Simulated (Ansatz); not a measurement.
# Phonons of CuPd (Skaergaardite, Pm-3m) against volume, part 2 of 2

Aim: how the phonons of CuPd (Skaergaardite, Pm-3m) shift with volume, and the thermal expansion that follows.

Ansatz 0.2.0; DFT PBEsol, scalar-relativistic, plane waves, PAW.

So far, highest frequency on the path or at a solved wavevector (cm⁻¹): step 2 (response at finite wavevector) 245; step 4 (phonons at the other volume, volume ratio 0.97) 264.

The database entry behind the starting cell differs from later determinations by our own check (about 0.35 % long), so it need not match the best structure at ambient conditions.

### Step 5. Relaxing at another volume, volume ratio 1.03

The volume is scaled by 1.03 and held; symmetry leaves nothing to relax, so this is a single point. The modes can then be followed against volume.

input.yaml

```yaml
crystal:
  lattice:
    - [2.9906151773, 0.0, 0.0]
    - [0.0, 2.9906151773, 0.0]
    - [0.0, 0.0, 2.9906151773]
  atoms:
    - { symbol: Cu, position: [0.0, 0.0, 0.0] }
    - { symbol: Pd, position: [0.5, 0.5, 0.5] }
kpoints:
  mp_grid: { grid: [16, 16, 16] }
hamiltonian:
  xc: pbesol
scf:
  occupations: { method: methfessel_paxton, width: 0.2 }
output:
  forces: true
  stress: true
  eigenvalues: true
```

Launch:

```console
$ ansatz run input.yaml --threads 4 --pin off --max-ram 7168MiB --backend cpu --events-out ev --progress --plain --runs-dir out
```

Numbers of over 12 decimals in the logs are rounded to 6 here.

Output:

```text
[...]
Crystal: 2 atoms, lattice volume = 26.747 Å³
Basis set: ecut = 420 eV, 485 PW (Γ), exchange–correlation on 40×40×40 points (8 copies of the dense FFT grid, shifted against one another)
Bands: 23, of which v1, the nominal top of the filled ones, is band 19 counted from 1 (18 counted from 0)
Symmetry: 48 space group operations
[...]
k-points: 165 of 4096
[...]
--- Band table (eV; the first three rows and the last of 165) ---
  k-point 0: bands = [... 15 lower, 16.6453, 17.6137, 17.6137, 17.6137, 26.5958, 26.5958, 26.5958, 33.6704]
  k-point 1: bands = [... 15 lower, 16.6577, 17.5426, 17.5426, 17.5921, 26.1130, 26.7510, 26.7510, 33.6155]
  k-point 2: bands = [... 15 lower, 16.6938, 17.3467, 17.3467, 17.5283, 24.9760, 27.1987, 27.1987, 33.4598]
  k-point 164: bands = [... 15 lower, 16.5173, 17.5521, 17.5521, 24.0224, 25.6150, 25.6150, 25.6150, 26.9961]
[key lines of the parts left out:]
SCF converged after 6 iterations
Free energy (F): -13495.622964 eV
Fermi energy:    17.699508 eV
P = ⅓ Tr σ = -5.0680 GPa (-50.680 kbar)
```

It took 1.3 s on 4 threads of Arm Neoverse V1, shared host; peak memory 0.38 GiB; 4.5 s of CPU time.

Numbers from this step:

| Property | Result |
| --- | --- |
| pressure | -5.068 GPa |
| volume per atom | 13.37 Å³ |

The run ends at a pressure of -5.07 GPa.

### Step 6. Phonons at the other volume, volume ratio 1.03

The phonons are repeated at this volume on the same k and q meshes.

input.yaml, the sections that differ from step 5:

```yaml
output:
  eigenvalues: true
phonons:
  method: dfpt
  qmesh: [4, 4, 4]
  temperatures: { t_max: 1000, t_step: 50 }
  qpath:
    path:
      - [[0.0, 0.0, 0.0], [0.0, 0.5, 0.0], [0.5, 0.5, 0.0], [0.0, 0.0, 0.0], [0.5, 0.5, 0.5], [0.0, 0.5, 0.0]]
      - [[0.5, 0.5, 0.5], [0.5, 0.5, 0.0]]
    npoints: 10
# crystal, kpoints, hamiltonian, scf: as in step 5
```

Output:

```text
[...]
Crystal: 2 atoms, lattice volume = 26.747 Å³
Basis set: ecut = 420 eV, 485 PW (Γ), exchange–correlation on 40×40×40 points (8 copies of the dense FFT grid, shifted against one another)
Bands: 23, of which v1, the nominal top of the filled ones, is band 19 counted from 1 (18 counted from 0)
Symmetry: 48 space group operations
k-points: 165 of 4096
[...]
k-point 164: bands = [... 15 lower, 16.5173, 17.5521, 17.5521, 24.0224, 25.6150, 25.6150, 25.6150, 26.9961]
[...]
ASR residual: 3.640e-5 → 0.000e0 eV/Å²; symmetrization residual: 3.501e-6 eV/Å²
  ASR residual per site (eV/Å²): 3.64e-5 2.32e-5
  Γ frequencies (cm⁻¹): 0.00 0.00 0.00 209.21 209.21 209.21
--- Phonons (arbitrary-q DFPT): 10 irreducible q on the 4×4×4 mesh ---
[...]
interpolated dispersion: 62 rows × 6 modes
[...]
[key lines of the parts left out:]
SCF converged after 7 iterations
Free energy (F): -13495.622964 eV
Fermi energy:    17.699505 eV
```

Wall time 11 min (4 threads); peak memory 3.5 GiB; 41 min of CPU time.

This step gave:

```yaml
sum_rule_residual_before_enforcement: 3.64e-5 eV/Å²
highest_frequency_on_the_path_or_at_a_solved_wavevector: 227.9 cm⁻¹
mean_frequency: 149.5 cm⁻¹
debye_temperature_second_moment: 296 K
logarithmic_mean_frequency: 137.2 cm⁻¹
highest_optical_mode_at_the_zone_centre_no_lo_to_term: 209.2 cm⁻¹
lowest_optical_zone_centre_mode: 209.2 cm⁻¹
lowest_mode_on_the_q_mesh_acoustic_modes_at_gamma_apart: 34.66 cm⁻¹
zero_point_energy_per_atom: 27.81 meV
heat_capacity_at_300_k: 23.78 J/(mol atoms K)
vibrational_entropy_at_300_k: 35.98 J/(mol atoms K)
```

The highest optical mode at the zone centre (no LO-TO term) is 209.2 cm⁻¹, -14.2 cm⁻¹ against the base run.

### Step 7. Grüneisen parameters

The Grüneisen parameter of a mode is minus the logarithmic change of its frequency with volume, −d ln ω / d ln V; weighted by heat capacity it gives the expansion.

Numbers from this step:

```yaml
bulk_modulus: 186.1 GPa
```

The phonon branches at the labelled points (cm⁻¹):

```tsv
point	branch 1	branch 2	branch 3	branch 4	branch 5	branch 6
Γ	0	0	0	223	223	223
halfway	85	85	112	211	211	221
X	137	137	177	189	189	198
halfway	95	107	135	186	226	230
M	50	50	134	183	245	245
halfway	37	109	158	194	201	234
Γ	0	0	0	223	223	223
halfway	96	96	130	210	218	218
R	160	160	160	180	180	180
halfway	89	101	149	187	224	228
X	137	137	177	189	189	198
jump to R	160	160	160	180	180	180
halfway	102	102	147	184	226	226
M	50	50	134	183	245	245
```

The same for volume x 0.97:

```tsv
point	branch 1	branch 2	branch 3	branch 4	branch 5	branch 6
Γ	0	0	0	238	238	238
X	145	145	190	201	201	212
M	54	54	142	195	264	264
Γ	0	0	0	238	238	238
R	173	173	173	193	193	193
X	145	145	190	201	201	212
R	173	173	173	193	193	193
M	54	54	142	195	264	264
```

The same for volume x 1.03:

```tsv
point	branch 1	branch 2	branch 3	branch 4	branch 5	branch 6
Γ	0	0	0	209	209	209
X	128	128	164	178	178	185
M	46	46	126	172	228	228
Γ	0	0	0	209	209	209
R	148	148	148	166	166	166
X	128	128	164	178	178	185
R	148	148	148	166	166	166
M	46	46	126	172	228	228
```

The first set of phonon branches as a text plot (rows in cm⁻¹):

```
    258 |
    247 |             ****                                     **
    236 |           **   ******                               *
    225 |****      *      *    ********* ***       ****      *
    214 |  ****   **       **  **   *   *** *     *   **    *
    203 |    *****           ***           *     *      ** *
    192 |      ****       *****      ***    **  *   ******
    181 |       *  *******                   *******     ********
    170 |      * *
    159 |                    *                *****     * **
    148 |     *               *        *     *  *  ***    * **
    137 |      *********** **        **     **   *    ****    ***
    126 |    *     *      ***           *  *     *    * *  *
    115 |   * *   *       *    *         ** *     *    *    *
    104 |    *     *         *      *    ***       ****      *
     93 |           *         *         *          ***
     82 |   *       *    *      *      *
     71 |  *         *         *                              *
     60 |             * *            **                        *
     49 | **           ****     *  *                            *
     38 | *                ***   *  *
     27 |*                    ** *
     16 |*                      *  *
      5 |                        **
         Γ      X      M          Γ            R        X|R     M
```

Mode Grueneisen parameter -dln(w)/dln(V), modes matched by rank; at Γ the acoustic branches take the value of a neighbouring point of the path. The mode Grüneisen parameters at the labelled points ():

```tsv
point	branch 1	branch 2	branch 3	branch 4	branch 5	branch 6
Γ	1.83	1.83	2.46	2.18	2.18	2.18
halfway	1.93	1.93	2.43	2.13	2.13	2.25
X	2.07	2.07	2.43	1.99	1.99	2.30
halfway	2.05	2.20	2.04	2.01	2.40	2.36
M	2.58	2.58	2.01	2.03	2.44	2.44
halfway	2.45	1.96	2.22	2.20	2.11	2.34
Γ	3.08	1.91	2.25	2.18	2.18	2.18
halfway	2.23	2.23	2.00	2.29	2.32	2.32
R	2.65	2.65	2.65	2.49	2.49	2.49
halfway	2.08	2.22	2.41	2.17	2.40	2.39
X	2.07	2.07	2.43	1.99	1.99	2.30
jump to R	2.65	2.65	2.65	2.49	2.49	2.49
halfway	2.44	2.44	2.38	2.18	2.46	2.46
M	2.58	2.58	2.01	2.03	2.44	2.44
```

The mode Grüneisen parameters as a text plot (rows in , shown from 1.9 to 2.7 only):

```
   2.65 |                                     ***         *
   2.62 |                                    *            *
   2.59 |              **                    *  **
   2.55 |                *                       **        *    *
   2.52 |                 *   *             **   *        **
   2.48 |                  **               ****** *      ***
   2.45 |***          ***    *              *     *          ****
   2.42 |   *****   *** ***                *      ***    *    *
   2.38 |          ** * * ***                    *  **       *
   2.35 |         *          *           **        * **    *
   2.32 |      *** * **    ** *         ***          *****
   2.28 |    **   *            *       **         *    *    *
   2.25 |   *       *          ****  **    *       *    *
   2.21 | **      *          *  *   *   *          ** *
   2.18 |***       * *   *      ****   *            ** **    **
   2.15 |   *    *        *** ***  **  *              **
   2.11 |    *      *        **    *   *             *         *
   2.08 |     * **         **       ***             * * **    *
   2.04 |      *  **  *****          **  **            **      **
   2.01 |      *  **** ****             *               *
   1.98 |    ** **         ***                         * *
   1.94 |   *                                        *
   1.91 |                     ** **                   *
   1.88 | **                    *
         Γ      X      M          Γ            R        X|R     M
```

(dS/dlnV)/C_V. Thermodynamic Grueneisen parameter against temperature:

```tsv
temperature (K)	thermodynamic Grueneisen parameter
50	2.21
100	2.22
150	2.23
200	2.23
250	2.23
300	2.23
350	2.23
400	2.23
450	2.23
500	2.23
550	2.23
600	2.23
650	2.23
700	2.23
750	2.23
800	2.23
850	2.23
900	2.23
950	2.23
1000	2.23
```

Gamma C_V/(B V) at the static volume. Volume expansion against temperature:

```tsv
temperature (K)	volume expansion (1e-6/K)
50	10.9
100	24.7
150	31.0
200	33.9
250	35.4
300	36.2
350	36.8
400	37.1
450	37.4
500	37.5
550	37.7
600	37.8
650	37.9
700	37.9
750	38.0
800	38.0
850	38.0
900	38.1
950	38.1
1000	38.1
```

### Step 8. Outcome

```yaml
bulk_modulus: 186 GPa
thermodynamic_grueneisen_parameter_at_300_k: 2.233
volume_expansion_at_300_k_estimated: 36.24 × 10⁻⁶ K⁻¹
```

In words: By this estimate the volume grows by 36.2 × 10⁻⁶ per kelvin at 300 K. The highest optical mode at Γ goes from 238 to 209 cm⁻¹ as the cell grows, a Grüneisen parameter of 2.18. Mode parameters on the path run from 1.8 to 3.1, with a median of 2.3. Branches are matched by rank, so values near crossings are rough. The expansion is the Grüneisen estimate at the static volume, with the static bulk modulus. With no gap, or one that is small against the smearing, the frequencies hang on the k mesh and the smearing, most of all near Kohn anomalies. The phonon runs are without spin polarisation, although the cell has an odd electron count.

[Logs are printed without paths, hosts, clocks, repeated set-up lines and the standing remarks that a program may print on its own settings, such as how far it seeks lower states.]

[Hosts, paths, dates, database ids (printed as entryN), source tags and the programs' standing remarks are cut or masked in the printed files.]
